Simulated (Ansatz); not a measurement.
# ZnS (Wurtzite-2H, P6_3mc): zone-centre modes under pressure, part 3 of 3

Aim: how do the optical modes of ZnS (Wurtzite-2H, P6_3mc) move with volume?

Ansatz 0.2.0; DFT LDA, scalar-relativistic, plane waves, PAW; PAW set soft_1.

So far, mean high-frequency dielectric constant: step 4 (zone-centre response at rest) 6.10.

The database entry behind the starting cell differs from later determinations by our own check (about 0.4 % short), so it need not match the best structure at ambient conditions.

### 6. Modes of this member: 1.06 times the volume at rest

The zone-centre modes follow for 1.06 times the volume at rest, with the response to a field.

The input, input.yaml:

```yaml
crystal:
  lattice:
    - [3.8137697336, 0.0, 0.0]
    - [-1.9068848668, 3.3028214735, 0.0]
    - [0.0, 0.0, 6.2557841584]
  atoms:
    - { symbol: S, position: [0.3333333333, 0.6666666667, 0.3797624124] }
    - { symbol: S, position: [0.6666666667, 0.3333333333, 0.8797624124] }
    - { symbol: Zn, position: [0.3333333333, 0.6666666667, 0.0052375876] }
    - { symbol: Zn, position: [0.6666666667, 0.3333333333, 0.5052375876] }
kpoints:
  mp_grid: { grid: [12, 12, 8] }
hamiltonian:
  xc: lda
  pseudopotentials: { kind: paw, azcp: { folder: soft_1 }, xc_functional: pbe }
scf:
  occupations: { method: fixed }
output:
  eigenvalues: true
phonons:
  method: dfpt
  dielectric: true
  rigid_motions: translations
```

On the command line:

```
> ansatz run input.yaml --threads 8 --pin off --max-ram 16384MiB --backend cpu --events-out ev --progress --plain --runs-dir out
```

Numbers of over 12 decimals in the logs are rounded to 6 here.

Log:

```text
[...]
Crystal: 4 atoms, lattice volume = 78.799 Å³
Basis set: ecut = 420 eV, 1521 PW (Γ), exchange–correlation on 54×54×96 points (8 copies of the dense FFT grid, shifted against one another)
Bands: 22, of which v1, the nominal top of the filled ones, is band 18 counted from 1 (17 counted from 0)
Symmetry: 12 space group operations
k-points: 320 of 1152 (irreducible under 2 space group operations, time reversal used)
[...]
SCF iter   1: F=—  HF=-8235.013201 eV  |F-HF|=—  |Δ(HF+E_count)|=         —  Δρ=3.81e-2  dr2=6.74e-1  ethr=3.10e-3  ⟨swp⟩=5.1  Hψ=34666  notcnv=0  defer=620
[...]
SCF iter  10: F=-8234.807864 eV  HF=-8234.807864 eV  |F-HF|=1.82e-12  |Δ(HF+E_count)|=  5.06e-10  Δρ=3.57e-7  dr2=8.57e-11  ethr=1.00e-12  ⟨swp⟩=8.6  Hψ=59088  notcnv=0
SCF 1 converged in 10 iterations: F = -8234.807864 eV  dr2 = 8.57e-11
[...]
Bands: 19, of which v1, the nominal top of the filled ones, is band 18 counted from 1 (17 counted from 0)
k-points: 168 of 1152 (irreducible under 4 space group operations, time reversal used)
[...]
Eigensolver: Dense (168 Hₖ)
SCF iter   1: F=—  HF=-8234.804983 eV  |F-HF|=—  |Δ(HF+E_count)|=         —  Δρ=1.15e-4  dr2=1.60e-6  ethr=1.00e-1
[...]
SCF iter   4: F=-8234.804984 eV  HF=-8234.804984 eV  |F-HF|=1.03e-8  |Δ(HF+E_count)|=   1.38e-7  Δρ=4.50e-6  dr2=4.06e-9  ethr=2.33e-10
SCF 1 converged in 4 iterations: F = -8234.804984 eV  dr2 = 4.06e-9
[...]
SCF converged after 10 iterations
Free energy (F): -8234.807864 eV
[...]
Internal energy: -8234.807864 eV  (E = F + TS)
E sigma→0 (E₀):  -8234.807864 eV
Fermi energy:    5.527309 eV
[...]
--- Band table (eV; the first three rows and the last of 320) ---
  k-point 0: bands = [... 14 lower, 4.6247, 5.4456, 5.5273, 5.5273, 7.4534, 8.4007, 11.6593, 11.6593]
  k-point 1: bands = [... 14 lower, 4.6561, 5.0655, 5.4894, 5.4894, 7.7926, 8.4398, 11.6820, 11.6820]
  k-point 2: bands = [... 14 lower, 4.7467, 4.7467, 5.3834, 5.3834, 8.3892, 8.5518, 11.5958, 11.7586]
  k-point 319: bands = [... 14 lower, 2.9429, 2.9429, 4.0538, 4.0538, 9.7945, 9.7945, 11.6621, 11.6621]
[...]
ASR residual: 2.634e-4 → 0.000e0 eV/Å²; symmetrization residual: 1.541e-5 eV/Å²
  ASR residual per site (eV/Å²): 1.99e-5 1.99e-5 2.63e-4 2.63e-4
[...]
ε∞ (high-frequency dielectric tensor):
        6.089287     0.000000     0.000000
        0.000000     6.089287     0.000000
        0.000000     0.000000     6.206276
  ε⁰ (static dielectric tensor: ions relaxed, cell fixed):
        9.113617    -0.000000     0.000000
       -0.000000     9.113617     0.000000
        0.000000     0.000000     9.742523
  ε⁰ − ε∞ (ionic part):
        3.024330    -0.000000     0.000000
       -0.000000     3.024330     0.000000
        0.000000     0.000000     3.536247
[...]
Born effective charges Z* (e; rows j = field, columns β = displacement):
    site 0:
        -1.91599    0.00000    0.00000
         0.00000   -1.91599   -0.00000
        -0.00000    0.00000   -2.02191
    site 1:
        -1.91599   -0.00000    0.00000
        -0.00000   -1.91599    0.00000
         0.00000    0.00000   -2.02191
    site 2:
         1.91599   -0.00000    0.00000
         0.00000    1.91599   -0.00000
        -0.00000   -0.00000    2.02191
    site 3:
         1.91599    0.00000   -0.00000
        -0.00000    1.91599    0.00000
        -0.00000    0.00000    2.02191
  Z* charge neutrality: 1.516e-3 e pre-enforcement
  solved inside a basis spanned on kpoints, on 12×12×8 k-points, its susceptibility summed on 20×20×10: ε∞ is read to err by 1.7e-2, Z* by 1.3e-2 e (field_mesh: kpoints solves on kpoints); Z* is corrected for what the basis lacks
  optical modes at Γ without the LO–TO term, one row a degenerate level:
      ω (cm⁻¹)  modes    IR ((D/Å)²/amu)
         75.28      2             0.0000
        188.57      1             0.0000
        259.07      1             8.7689
        265.47      2            15.7484
        268.65      2             0.0000
        320.63      1             0.0000
  optical modes at Γ + LO–TO along q̂ = [1.0000, 0.0000, 0.0000]:
      ω (cm⁻¹)  modes    IR ((D/Å)²/amu)
         75.28      2             0.0000
        188.57      1             0.0000
        259.07      1             8.7689
        265.47      1             7.8742
        268.65      2             0.0000
        320.63      1             0.0000
        324.77      1             7.8742
  optical modes at Γ + LO–TO along q̂ = [0.0000, 1.0000, 0.0000]:
      ω (cm⁻¹)  modes    IR ((D/Å)²/amu)
         75.28      2             0.0000
        188.57      1             0.0000
        259.07      1             8.7689
        265.47      1             7.8742
        268.65      2             0.0000
        320.63      1             0.0000
        324.77      1             7.8742
  optical modes at Γ + LO–TO along q̂ = [0.0000, 0.0000, 1.0000]:
      ω (cm⁻¹)  modes    IR ((D/Å)²/amu)
         75.28      2             0.0000
        188.57      1             0.0000
        265.47      2            15.7484
        268.65      2             0.0000
        320.63      1             0.0000
        324.59      1             8.7689
```

The job ended after 1.8 min (8 threads of Arm Neoverse V1, shared host; peak memory 2.7 GiB; 14 min of CPU time).

This step gave:

| Quantity | Value |
| --- | --- |
| sum-rule residual before enforcement | 2.63e-4 eV/Å² |
| miss of the charge sum rule | 0.001516 e |
| estimated error of the dielectric tensor | 0.01721 |
| estimated error of the Born charges | 0.01318 e |
| highest optical mode at the zone centre (no LO-TO term) | 320.6 cm⁻¹ |
| lowest optical zone-centre mode | 75.28 cm⁻¹ |
| mean high-frequency dielectric constant | 6.128 |
| largest Born charge (third of the trace) | -1.951 e |
| mean static dielectric constant | 9.323 |
| top of the zone-centre spectrum with the field | 324.8 cm⁻¹ |

Without the LO-TO term. Patterns of degenerate modes are one choice out of their space. The modes at Γ (shares of kinetic energy by element, %):

| mode | frequency (cm⁻¹) | symmetry | S % | Zn % |
| --- | --- | --- | --- | --- |
| 1 | 0.0 | acoustic | 33 | 67 |
| 2 | 0.0 | acoustic | 33 | 67 |
| 3 | 0.0 | acoustic | 33 | 67 |
| 4 | 75.3 | E2 | 24 | 76 |
| 5 | 75.3 | E2 | 24 | 76 |
| 6 | 188.6 | B1 | 2 | 98 |
| 7 | 259.1 | A1 | 67 | 33 |
| 8 | 265.5 | E1 | 67 | 33 |
| 9 | 265.5 | E1 | 67 | 33 |
| 10 | 268.6 | E2 | 76 | 24 |
| 11 | 268.6 | E2 | 76 | 24 |
| 12 | 320.6 | B1 | 98 | 2 |

Transverse modes. Infrared lines, with heights relative to the strongest:

| position (cm⁻¹) | label | relative intensity |
| --- | --- | --- |
| 75 | E2 | 0.0 |
| 189 | B1 | 0.0 |
| 259 | A1 | 56 |
| 266 | E1 | 100 |
| 269 | E2 | 0.0 |
| 321 | B1 | 0.0 |

Without the LO-TO term the lowest optical mode is real, 75.3 cm⁻¹, and the highest lies at 320.6 cm⁻¹.

### 7. A member of the series: 0.9 times the volume at rest

The cell is set to 0.9 times the volume at rest, and shape and atoms relax at that volume.

input.yaml, the sections that differ from step 6:

```yaml
crystal:
  lattice:
    - [3.6041068942, 0.0, 0.0]
    - [-1.8020534471, 3.1212481283, 0.0]
    - [0.0, 0.0, 5.9474665663]
  atoms:
    - { symbol: S, position: [0.3333333333, 0.6666666667, 0.3786933308] }
    - { symbol: S, position: [0.6666666667, 0.3333333333, 0.8786933308] }
    - { symbol: Zn, position: [0.3333333333, 0.6666666667, 0.0063066692] }
    - { symbol: Zn, position: [0.6666666667, 0.3333333333, 0.5063066692] }
output:
  forces: true
  stress: true
  eigenvalues: true
relax:
  adjacent_minimum: "off"
  f_tol: 0.001
  max_steps: 60
  cell: { stress_tol: 0.01, fix: [volume] }
# kpoints, hamiltonian, scf: as in step 6
# phonons: removed
```

Log:

```text
[...]
Crystal: 4 atoms, lattice volume = 66.905 Å³
Basis set: ecut = 420 eV, 1291 PW (Γ)
Bands: 22, of which v1, the nominal top of the filled ones, is band 18 counted from 1 (17 counted from 0)
Symmetry: 12 space group operations
[...]
k-points: 95 of 1152 (time reversal used)
[...]
--- Relaxed structure (5 steps of the walk, 5 accepted, 1 SCFs on fresh bases) ---
[...]
cell:  # Å, volume = 66.9049 Å³
    - [3.602244, 0.0, 0]
    - [-1.801122, 3.119635, 0]
    - [0, 0.0, 5.953620]
  atoms:
    - { symbol: S, position: [0.333333, 0.666667, 0.378441] }
    - { symbol: S, position: [0.666667, 0.333333, 0.878441] }
    - { symbol: Zn, position: [0.333333, 0.666667, 0.00655897] }
    - { symbol: Zn, position: [0.666667, 0.333333, 0.506559] }
[key lines of the parts left out:]
SCF converged after 6 iterations
Free energy (F): -8234.631629 eV
Fermi energy:    7.879653 eV
P = ⅓ Tr σ = 11.4208 GPa (114.208 kbar)
```

It took 14 s on 8 threads; peak memory 0.55 GiB; 1.7 min of CPU time.

Step by step:

```
step  energy less that of the first step (eV)  largest force component (eV/Å)  pressure (GPa)  volume (Å³)
   1                                   0.0000                          0.0083           11.43        66.90
   2                                   0.0000                          0.0078           11.43        66.90
   3                                   0.0000                          0.0046           11.42        66.90
   4                                   0.0000                          0.0025           11.42        66.90
   5                                   0.0000                          0.0000           11.42        66.90
  6*                                   0.0000                          0.0000           11.42        66.90
```

Relaxation steps marked * repeat the geometry before them on a plane-wave basis chosen anew for their cell, so energy and pressure can jump there.

Forces are held to the 12 operations that the run works with; a distortion that breaks them can't arise in this run.

| conventional cell, symmetrised | before | after | change |
| --- | --- | --- | --- |
| a (Å) | 3.604 | 3.602 | -0.1 % |
| b (Å) | 3.604 | 3.602 | -0.1 % |
| c (Å) | 5.947 | 5.954 | +0.1 % |
| volume (Å³/atom) | 16.73 | 16.73 | -0.0 % |

Final coordinates:

```xyz
4
Lattice="3.6022 0.0000 0.0000 -1.8011 3.1196 0.0000 0.0000 0.0000 5.9536" Properties=species:S:1:pos:R:3 pbc="T T T"
S     0.0000    2.0798    2.2531
S     1.8011    1.0399    5.2299
Zn    0.0000    2.0798    0.0390
Zn    1.8011    1.0399    3.0159
```

Numbers from this step:

```
pressure          : 11.42 GPa
gap on the k-mesh : 2.660 eV
volume per atom   : 16.73 Å³
```

The largest force component left is 0.0096 meV/Å, at a pressure of 11.42 GPa.

### 8. Modes of this member: 0.9 times the volume at rest

The zone-centre modes follow for 0.9 times the volume at rest, with the response to a field.

input.yaml, the sections that differ from step 7:

```yaml
crystal:
  lattice:
    - [3.6022437899, 0.0, 0.0]
    - [-1.801121895, 3.1196346327, 0.0]
    - [0.0, 0.0, 5.9536202952]
  atoms:
    - { symbol: S, position: [0.3333333333, 0.6666666667, 0.3784410344] }
    - { symbol: S, position: [0.6666666667, 0.3333333333, 0.8784410344] }
    - { symbol: Zn, position: [0.3333333333, 0.6666666667, 0.0065589656] }
    - { symbol: Zn, position: [0.6666666667, 0.3333333333, 0.5065589656] }
output:
  eigenvalues: true
phonons:
  method: dfpt
  dielectric: true
  rigid_motions: translations
# kpoints, hamiltonian, scf: as in step 7
# relax: removed
```

Log:

```text
[...]
Crystal: 4 atoms, lattice volume = 66.905 Å³
Basis set: ecut = 420 eV, 1291 PW (Γ), exchange–correlation on 50×50×80 points (8 copies of the dense FFT grid, shifted against one another)
Bands: 22, of which v1, the nominal top of the filled ones, is band 18 counted from 1 (17 counted from 0)
Symmetry: 12 space group operations
k-points: 320 of 1152 (irreducible under 2 space group operations, time reversal used)
[...]
optical modes at Γ + LO–TO along q̂ = [1.0000, 0.0000, 0.0000]:
      ω (cm⁻¹)  modes    IR ((D/Å)²/amu)
[...]
optical modes at Γ + LO–TO along q̂ = [0.0000, 1.0000, 0.0000]:
      ω (cm⁻¹)  modes    IR ((D/Å)²/amu)
[...]
optical modes at Γ + LO–TO along q̂ = [0.0000, 0.0000, 1.0000]:
      ω (cm⁻¹)  modes    IR ((D/Å)²/amu)
[...]
347.24      2            11.9907
        357.53      2             0.0000
        395.98      1             6.7990
        406.60      1             0.0000
[key lines of the parts left out:]
SCF converged after 10 iterations
Free energy (F): -8234.631629 eV
Fermi energy:    7.879651 eV
```

Wall time 92 s (8 threads); peak memory 2.2 GiB.

Numbers from this step:

- sum-rule residual before enforcement: 2.85e-4 eV/Å²
- miss of the charge sum rule: 9.07e-4 e
- estimated error of the dielectric tensor: 0.01769
- estimated error of the Born charges: 0.01331 e
- highest optical mode at the zone centre (no LO-TO term): 406.6 cm⁻¹
- lowest optical zone-centre mode: 53.91 cm⁻¹
- mean high-frequency dielectric constant: 6.162
- largest Born charge (third of the trace): -1.708 e
- mean static dielectric constant: 7.809
- top of the zone-centre spectrum with the field: 406.6 cm⁻¹

Without the LO-TO term. Patterns of degenerate modes are one choice out of their space. Modes at Γ, with each element's share of the kinetic energy:

```
mode  frequency (cm⁻¹)  symmetry  S %  Zn %
   1               0.0  acoustic   33    67
   2               0.0  acoustic   33    67
   3               0.0  acoustic   33    67
   4              53.9        E2   29    71
   5              53.9        E2   29    71
   6             220.6        B1    7    93
   7             347.2        E1   67    33
   8             347.2        E1   67    33
   9             349.7        A1   67    33
  10             357.5        E2   71    29
  11             357.5        E2   71    29
  12             406.6        B1   93     7
```

Displacements in mode 5 (53.9 cm⁻¹), the largest set to 1:
```
S1   0.90  0.87  0.00
S2  -0.90 -0.87  0.00
Zn3 -1.00 -0.96  0.00
Zn4  1.00  0.96  0.00
```

Displacements in mode 12 (406.6 cm⁻¹), the largest set to 1:
```
S1   0.00  0.00  1.00
S2   0.00  0.00 -1.00
Zn3  0.00  0.00 -0.19
Zn4  0.00  0.00  0.19
```

Transverse modes. Lines of the infrared spectrum (strongest = 100):

```csv
position (cm⁻¹),label,relative intensity
54,E2,0.0
221,B1,0.0
347,E1,100
350,A1,57
358,E2,0.0
407,B1,0.0
```

Without the LO-TO term the lowest optical mode is real, 53.9 cm⁻¹, and the highest lies at 406.6 cm⁻¹.

### 9. All members side by side

The members are set side by side, also those not shown above.

Each row is one cell with its response, relaxed at fixed volume as far as symmetry leaves anything free; energies are extrapolated to zero smearing, and E0 is that at rest; the axis is the Cartesian z axis of the cell; shape and atoms are relaxed in each cell where symmetry leaves them free. State of the crystal along the series:

| volume ratio | V (Å³/atom) | pressure (GPa) | E - E0 (meV/atom) | first cell vector (Å) | third cell vector (Å) | gap on mesh (eV) | ε∞ along the axis | ε∞ across the axis, mean | ε0 along the axis | ε0 across the axis, mean | largest Born charge in size, a third of the trace (e) | top mode with the field, highest of q along x, y and z (cm⁻¹) |
| --- | --- | --- | --- | --- | --- | --- | --- | --- | --- | --- | --- | --- |
| 0.9 | 16.73 | 11.42 | 60.22 | 3.602 | 5.954 | 2.66 | 6.277 | 6.104 | 8.05 | 7.689 | 1.708 | 406.6 |
| 0.92 | 17.1 | 8.611 | 37.05 | 3.631 | 5.991 | 2.562 | 6.248 | 6.085 | 8.195 | 7.813 | 1.743 | 393.8 |
| 0.94 | 17.47 | 6.093 | 20.04 | 3.658 | 6.029 | 2.465 | 6.226 | 6.071 | 8.359 | 7.952 | 1.776 | 381.7 |
| 0.96 | 17.84 | 3.836 | 8.572 | 3.686 | 6.067 | 2.37 | 6.209 | 6.062 | 8.54 | 8.105 | 1.808 | 370.2 |
| 0.98 | 18.21 | 1.812 | 2.062 | 3.712 | 6.105 | 2.277 | 6.198 | 6.059 | 8.739 | 8.274 | 1.838 | 359.3 |
| 0.99 | 18.4 | 0.8802 | 0.5053 | 3.725 | 6.124 | 2.231 | 6.194 | 6.058 | 8.847 | 8.363 | 1.853 | 353.9 |
| 1 | 18.59 | -0.002843 | 0 | 3.738 | 6.143 | 2.186 | 6.194 | 6.06 | 8.96 | 8.459 | 1.868 | 348.9 |
| 1.02 | 18.96 | -1.631 | 1.931 | 3.764 | 6.181 | 2.097 | 6.191 | 6.065 | 9.198 | 8.659 | 1.897 | 339.9 |
| 1.04 | 19.33 | -3.092 | 7.442 | 3.789 | 6.218 | 2.01 | 6.197 | 6.075 | 9.458 | 8.877 | 1.924 | 332.1 |
| 1.06 | 19.7 | -4.403 | 16.16 | 3.814 | 6.256 | 1.926 | 6.206 | 6.089 | 9.742 | 9.114 | 1.951 | 324.8 |

Without the LO-TO term; each mode is tracked from rest by its pattern, and modes that stay within 0.3 cm⁻¹ of each other stand once; shape and atoms are relaxed in each cell where symmetry leaves them free. Optical modes along the series:

```csv
V (Å³/atom),mode 4 E2 (cm⁻¹),mode 6 B1 (cm⁻¹),mode 7 A1 (cm⁻¹),mode 8 E1 (cm⁻¹),mode 10 E2 (cm⁻¹),mode 12 B1 (cm⁻¹)
16.73,53.91,220.6,349.7,347.2,357.5,406.6
17.1,58.63,216.1,336.4,335.7,345,393.8
17.47,62.49,211.8,323.8,324.6,332.9,381.7
17.84,65.68,207.7,311.8,313.8,321.3,370.2
18.21,68.34,203.7,300.3,303.5,310,359.3
18.4,69.53,201.7,294.7,298.5,304.6,353.9
18.59,70.57,199.8,289.4,293.5,299.1,348.9
18.96,72.44,196,278.8,283.8,288.6,339
19.33,74,192.3,268.8,274.5,278.5,329.6
19.7,75.28,188.6,259.1,265.5,268.6,320.6
```

From cubic fits (parabolas where under five rows exist) of ln ω and P against ln V through the rows within about 4 % of rest: γ = −d ln ω / d ln V and dω/dP = γ ω / B. Slopes at rest:

```csv
mode,fitted frequency at rest (cm⁻¹),Grüneisen parameter γ,dω/dP (cm⁻¹/GPa)
mode 4 E2,70.6,-1.44,-1.18
mode 6 B1,199.8,0.96,2.23
mode 7 A1,289.3,1.85,6.23
mode 8 E1,293.5,1.68,5.72
mode 10 E2,299.1,1.79,6.22
mode 12 B1,348.8,1.45,5.89
```

### 10. Results

```
members                                                          : 10
highest optical mode at the zone centre (no LO-TO term), at rest : 348.9 cm⁻¹
bulk modulus at rest                                             : 86.0 GPa
mode 7 A1, γ                                                     : 1.85
mode 8 E1, γ                                                     : 1.68
mode 10 E2, γ                                                    : 1.79
mode 12 B1, γ                                                    : 1.45
```

What this shows: The series spans -4.4 to 11.4 GPa, and the slope at rest gives a bulk modulus of 86 GPa. Among the modes in the table of slopes γ runs from -1.44 (mode 4 E2) to 1.85 (mode 7 A1). A negative γ means that the mode softens under pressure. ε∞ along z is 6.19 at rest, with d ln ε∞ / d ln V = -0.03. One k mesh and one cutoff serve the ground states and modes of all volumes; the field response picks its own mesh. These are harmonic frequencies at zero temperature: anharmonic shifts, linewidths and thermal expansion are left out. The PAW files were made for PBE; the program adapts parts of them to the functional of the run, but their partial waves stay those of PBE, an approximation that was not tested in this session. Only the zone centre was solved, so an instability at another wavevector cannot show here.

[Logs are printed without paths, hosts, clocks, repeated set-up lines and the standing remarks that a program may print on its own settings, such as how far it seeks lower states.]

[Hosts, paths, dates, database ids (printed as entryN), source tags and the programs' standing remarks are cut or masked in the printed files.]
